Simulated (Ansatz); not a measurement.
# How many bands does the GW gap of KCl (Sylvite) need?, part 2 of 2

Aim: see how the G0W0 gap of KCl (Sylvite) on PBE moves with empty bands and screening cutoff, and what each rung costs.

Ansatz 0.2.0; G0W0 on PBE, plane waves, PAW. Known limits of the many-body steps: not at the basis limit.

So far. Step 4 (400 empty bands, screening to 200 eV): Against the run with 4×4×4 mesh, 185 empty bands, screening to 120 eV, the gap moves by +0.13 eV.

## Step 5: Changing the frequency model: 4×4×4 mesh, 185 empty bands, screening to 120 eV, plasmon pole

A plasmon pole stands in for the full frequency dependence of the screening; this run shows what that costs in accuracy. Bands and cutoff differ from the step before, so it is read against an earlier run that matches them.

File input.yaml:

```yaml
crystal:
  lattice:
    - [0.0, 3.14647, 3.14647]
    - [3.14647, 0.0, 3.14647]
    - [3.14647, 3.14647, 0.0]
  atoms:
    - { symbol: K, position: [0.0, 0.0, 0.0] }
    - { symbol: Cl, position: [0.5, 0.5, 0.5] }
kpoints:
  mp_grid: { grid: [4, 4, 4] }
hamiltonian:
  xc: pbe
scf:
  occupations: { method: fixed }
gw:
  n_empty_bands: 185
  ecut_chi: 120
  qp_bands: [v2, c2]
  qp_kpoints: band_edges
  screening: { model: godby_needs }
```

Started as:

```bash
ansatz run input.yaml --threads 3 --pin off --max-ram 92160MiB --backend cuda --events-out ev --progress --plain --runs-dir out --devices 1 --max-vram 13GiB
```

Numbers of over 12 decimals in the logs are rounded to 6 here.

The log of the run:

```text
GPUs: using 1 of 1 available (devices: 1).
[...]
GPU FFT provider: cuFFT
GPU libraries: cuBLAS 13.8.2, cuFFT 12.4.0, cuSOLVER 12.3.4
Crystal: 2 atoms, lattice volume = 62.302 Å³
Basis set: ecut = 420 eV, 1243 PW (Γ)
Bands: 12, of which v1, the nominal top of the filled ones, is band 8 counted from 1 (7 counted from 0)
Symmetry: 48 space group operations
[...]
k-points: 8 of 64
[...]
1    10      9.0094    -4.2258    -3.2243    -8.8044  0.8686    10.3753    10.3637  root
[...]
7     7      0.3817   -20.1252     2.4970   -15.5257  0.8111    -1.7334    -1.7209  root
     7     8      0.3817   -20.1252     2.4970   -15.5257  0.8111    -1.7334    -1.7209  root
     7     9      8.8818    -4.2775    -3.1788    -8.6986  0.8687    10.1370    10.1241  root
     7    10      8.8818    -4.2775    -3.1788    -8.6986  0.8687    10.1370    10.1241  root
[key lines of the parts left out:]
SCF converged after 6 iterations
Free energy (F): -2621.219872 eV
Fermi energy:    0.853681 eV
```

The job ended after 15 s (1 × NVIDIA H100 80GB HBM3 (shared by 6 runs) with 3 threads of AMD EPYC 7R13 (Zen 3), shared host; peak memory 1.1 GiB).

This step gave:

* bands summed: 193
* plasmon-pole fit frequency: 18.82 eV
* RPA ε∞ on this mesh (eigenvalues): 2.174, 2.174, 2.174
* plane waves in the screening matrix: 169
* G0W0 gap on the mesh: 7.901 eV
* k of the valence top: 0, 0, 0
* k of the conduction bottom: 0, 0, 0
* starting gap on the mesh: 5.189 eV
* least direct G0W0 gap on the computed points: 7.901 eV

Against the run with 4×4×4 mesh, 185 empty bands, screening to 120 eV, the gap moves by +0.02 eV.

## Step 6: Changing the files: 4×4×4 mesh, 185 empty bands, screening to 120 eV, hard PAW files

Other atomic data (hard PAW) test the pseudisation: the cutoff goes from 420 to 660 eV, with the same valence electrons.

input.yaml, as its differences from that of step 5:

```diff
@@ -12,2 +12,3 @@
   xc: pbe
+  pseudopotentials: { kind: paw, source: ansatz }
 scf:
@@ -19,2 +20,2 @@
   qp_kpoints: band_edges
-  screening: { model: godby_needs }
+  screening: { model: contour_deformation }
```

The log of the run:

```text
GPUs: using 1 of 1 available (devices: 1).
[...]
GPU FFT provider: cuFFT
GPU libraries: cuBLAS 13.8.2, cuFFT 12.4.0, cuSOLVER 12.3.4
Crystal: 2 atoms, lattice volume = 62.302 Å³
Basis set: ecut = 660 eV, 2421 PW (Γ)
Bands: 12, of which v1, the nominal top of the filled ones, is band 8 counted from 1 (7 counted from 0)
Symmetry: 48 space group operations
[...]
k-points: 8 of 64
[...]
1    10      9.0193    -4.2245    -3.2964    -8.8028  0.8575    10.3163    10.3012  root
[...]
7     7      0.3902   -20.1209     2.5160   -15.5210  0.8009    -1.7516    -1.6937  root
     7     8      0.3902   -20.1209     2.5160   -15.5210  0.8009    -1.7516    -1.6937  root
     7     9      8.8916    -4.2750    -3.2426    -8.6957  0.8565    10.0825    10.0697  root
     7    10      8.8916    -4.2750    -3.2426    -8.6957  0.8565    10.0825    10.0697  root
[key lines of the parts left out:]
SCF converged after 7 iterations
Free energy (F): -2620.864469 eV
Fermi energy:    0.862357 eV
```

It took 6.2 s on 1 × NVIDIA H100 80GB HBM3 (shared by 6 runs) with 3 threads; peak memory 1.1 GiB.

Numbers from this step:

```yaml
bands_summed: 193
rpa_eps_infinity_on_this_mesh_eigenvalues: 2.173, 2.173, 2.173
plane_waves_in_the_screening_matrix: 169
g0w0_gap_on_the_mesh: 7.878 eV
k_of_the_valence_top: 0, 0, 0
k_of_the_conduction_bottom: 0, 0, 0
starting_gap_on_the_mesh: 5.189 eV
least_direct_g0w0_gap_on_the_computed_points: 7.878 eV
```

Against the run with 4×4×4 mesh, 185 empty bands, screening to 120 eV, the gap moves by −0.0002 eV.

## Step 7: Convergence and cost

Times are wall times on 1 × NVIDIA H100 80GB HBM3 (shared by 6 runs) with 3 threads of AMD EPYC 7R13 (Zen 3), shared host, good to a factor of about two.

| mesh | files | frequency | bands summed | cutoff (eV) | start (eV) | G0W0 (eV) | time | host memory (GiB) |
| --- | --- | --- | --- | --- | --- | --- | --- | --- |
| 4×4×4 | default PAW | contour deformation | 73 | 60 | 5.189 | 7.650 | 12 s | 0.98 |
| 4×4×4 | default PAW | contour deformation | 193 | 120 | 5.189 | 7.878 | 12 s | 1.1 |
| 4×4×4 | default PAW | contour deformation | 408 | 200 | 5.189 | 8.012 | 11 s | 1.3 |
| 4×4×4 | default PAW | plasmon pole | 193 | 120 | 5.189 | 7.901 | 15 s | 1.1 |
| 4×4×4 | hard PAW | contour deformation | 193 | 120 | 5.189 | 7.878 | 6.2 s | 1.1 |

The parts of the quasiparticle energy at the two band edges (eV; QP = start + Σx + Σc − Vxc):

| run | edge | start | Σx | Σc | Vxc | Z | QP |
| --- | --- | --- | --- | --- | --- | --- | --- |
| 73 bands | valence top | 0.85 | -20.81 | 2.76 | -16.36 | 0.81 | -0.84 |
| 73 bands | conduction bottom | 6.04 | -4.22 | -2.94 | -7.92 | 0.87 | 6.81 |
| 193 bands | valence top | 0.85 | -20.81 | 2.46 | -16.36 | 0.80 | -1.13 |
| 193 bands | conduction bottom | 6.04 | -4.22 | -3.00 | -7.92 | 0.87 | 6.74 |
| 408 bands | valence top | 0.85 | -20.81 | 2.26 | -16.36 | 0.80 | -1.34 |
| 408 bands | conduction bottom | 6.04 | -4.22 | -3.07 | -7.92 | 0.87 | 6.68 |

## Step 8: Results

```json
{"73 bands, 60 eV": "7.650 eV", "193 bands, 120 eV": "7.878 eV", "408 bands, 200 eV": "8.012 eV", "estimated limit in bands and cutoff": "8.13 eV", "mesh and start": "4×4×4, PBE"}
```

In words: A line in one over the bands through the two highest rungs gives 8.13 eV, +0.12 eV from the top rung; the pair below gives 8.02 eV, so the estimate is still climbing. The rungs stand 0.48 eV (73 bands), 0.25 eV (193 bands) and 0.12 eV (408 bands) from it. From 73 to 408 bands the gap moves by +0.36 eV. Σc changes by −0.50 eV at the valence top and −0.14 eV at the conduction bottom, so the valence edge carries most of the change. The plasmon-pole model gives +0.02 eV against contour deformation, 1 % of the correction, and saved no time in this program. Hard PAW files move the gap by −0.0002 eV at equal bands and cutoff, +0.00 eV of it in the start.

[Paths, hosts, dates, memory and timing lines, banners, echoed tables and standing remarks are left out of the program output.]

[Logs are printed without paths, hosts, clocks, repeated set-up lines and the standing remarks that a program may print on its own settings, such as how far it seeks lower states.]

[Runs of the session that timed out or met a known fault of the program may be left out.]

[Cells called generated may have been cut or substituted from an entry of the Crystallography Open Database or the Materials Project.]

[Hosts, paths, dates, database ids (printed as entryN), source tags and the programs' standing remarks are cut or masked in the printed files.]
